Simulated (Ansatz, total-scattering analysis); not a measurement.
## water and dimethyl sulfoxide: what Qmax and the window do to G(r)

One neutron S(Q) of water and dimethyl sulfoxide at 320 K, fixed volume (mean pressure 0.3 GPa), simulated by ab initio molecular dynamics with Ansatz (revPBE-D3(BJ), plane waves, PAW default files, Langevin thermostat, no spin, fixed volume, H with the mass of D), is transformed to G(r) = (2/π)∫Q[S − 1]M(Q) sin(Qr) dQ with several cuts, with and without the Lorch function M = sin(πQ/Qmax)/(πQ/Qmax). It is a liquid as far as so short a run tells. First peaks of the pair functions: O–H 0.98 Å, C–H 1.09 Å, S–O 1.53 Å, H–H 1.55 Å.

```csv
r (Å),Qmax 8,"Qmax 12, Lorch","Qmax 30, Lorch"
0.80,0.56,0.41,-0.87
0.92,1.56,1.23,1.73
1.04,1.87,1.48,3.97
1.16,1.27,0.93,1.02
1.28,0.12,-0.04,-1.40
1.40,-0.91,-0.73,-1.35
1.52,-1.31,-0.83,-0.58
1.64,-1.02,-0.58,-0.64
1.76,-0.49,-0.45,0.05
1.88,-0.26,-0.68,-0.27
2.00,-0.59,-1.06,-1.56
2.12,-1.23,-1.31,-1.65
2.24,-1.71,-1.27,-1.37
2.36,-1.64,-1.04,-0.85
2.48,-1.01,-0.74,-0.77
2.60,-0.22,-0.46,-0.61
2.72,0.28,-0.23,-0.04
2.84,0.29,-0.07,0.08
2.96,-0.04,0.00,-0.02
3.08,-0.32,0.03,-0.04
3.20,-0.25,0.09,0.06
3.32,0.15,0.23,0.17
3.44,0.64,0.41,0.35
3.56,0.90,0.58,0.69
3.68,0.85,0.66,0.86
3.80,0.59,0.66,0.62
3.92,0.38,0.59,0.54
4.04,0.36,0.51,0.52
4.16,0.48,0.44,0.48
4.28,0.57,0.37,0.34
4.40,0.48,0.30,0.27
4.52,0.23,0.21,0.29
4.64,-0.04,0.11,0.13
4.76,-0.17,0.02,-0.06
4.88,-0.12,-0.04,-0.08
5.00,0.00,-0.08,-0.04
5.12,0.06,-0.10,-0.13
```

One more transform gave, r in Å and G: 0.80 -1.37, 0.92 1.74, 1.04 4.83, 1.16 1.15, 1.28 -2.31, 1.40 -0.97, 1.52 -0.64, 1.64 -0.80, 1.76 0.33, 1.88 -0.24, 2.00 -1.63, 2.12 -1.83, 2.24 -1.32, 2.36 -0.79, 2.48 -0.81, 2.60 -0.66, 2.72 0.00, 2.84 0.16, 2.96 -0.07, 3.08 -0.06, 3.20 0.08, 3.32 0.16, 3.44 0.30, 3.56 0.74, 3.68 0.91, 3.80 0.61, 3.92 0.49, 4.04 0.55, 4.16 0.48, 4.28 0.34, 4.40 0.25.

**Question.** Which cut and window is it, among Qmax = 8, 12, 20 and 30 Å⁻¹?

| transform | first maximum (Å) | G (Å⁻²) | width at half height over the −4πρ₀r line (Å) | ripple below it (Å⁻²) |
| --- | --- | --- | --- | --- |
| Qmax 8 | 1.02 | 1.90 | 0.49 | - |
| Qmax 12, Lorch | 1.02 | 1.51 | 0.50 | - |
| Qmax 20 | 1.02 | 4.87 | 0.22 | - |
| Qmax 30, Lorch | 1.02 | 4.08 | 0.24 | - |

A bare cut folds each peak with a function of width 3.8/Qmax and leaves ripples of period 2π/Qmax; the Lorch function folds with 5.4/Qmax and quenches the ripples. These are rough widths of the folding function; the peak's own width and neighbouring peaks enter the table too. The unknown is Qmax 20: ripple period 0.31 Å, resolution width 0.19 Å.

[Logs are printed without paths, hosts, clocks, repeated set-up lines and the standing remarks that a program may print on its own settings, such as how far it seeks lower states.]
